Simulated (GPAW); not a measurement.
Entries from a set of simulations; values are calculated unless marked as measured.

```json
{"subject": "Quasiparticle gap of ZnCu2SnS4 (I-4) in GPAW", "lattice_ang": [[-2.7171, 2.7171, 5.4248], [2.7171, -2.7171, 5.4248], [2.7171, 2.7171, -5.4248]], "atoms": [["Zn", 0.25, 0.75, 0.5], ["Cu", 0.0, 0.0, 0.0], ["Cu", 0.75, 0.25, 0.5], ["Sn", 0.5, 0.5, 0.0], ["S", 0.3716, 0.8844, 0.9996], ["S", 0.1156, 0.1152, 0.4872], ["S", 0.8848, 0.372, 0.0004], ["S", 0.628, 0.6284, 0.5128]], "method": "DFT, PBE, plane waves, PAW (and 1 further level or step)", "program": "GPAW 26.7.0", "settings_of_one_run": "cutoff 600 eV, GPAW PAW setups 1.2.1 data release, 4×4×4 k-mesh, nbands 746", "cost": "4 runs, 22 min in all on 8 MPI ranks of Arm Neoverse V1, shared host (the runs of this entry)", "notes": "The cell and positions come from the Crystallography Open Database and are kept as given unless a step says otherwise. Limits: no spin polarisation; no spin-orbit coupling. Bands and cutoff are finite, so the gap is not at the basis limit. The miss can reach some tenths of an eV and take either sign; the mesh is an error of its own.", "results": {"pbe_gap": "0.30 eV, direct", "g0w0_gap_on_the_mesh": "1.48 eV", "gw_settings": "4×4×4 mesh, 120 bands, screening to 48 eV, Godby-Needs plasmon pole", "known_limits": "not at the basis limit; d shell near the gap, gap tends to lie low; no spin-orbit coupling"}}
```

[Paths, hosts, dates, memory and timing lines, banners, echoed tables and standing remarks are left out of the program output.]

[Logs are printed without paths, hosts, clocks, repeated set-up lines and the standing remarks that a program may print on its own settings, such as how far it seeks lower states.]

[Runs of the session that timed out or met a known fault of the program may be left out.]

[Hosts, paths, dates, database ids (printed as entryN), source tags and the programs' standing remarks are cut or masked in the printed files.]
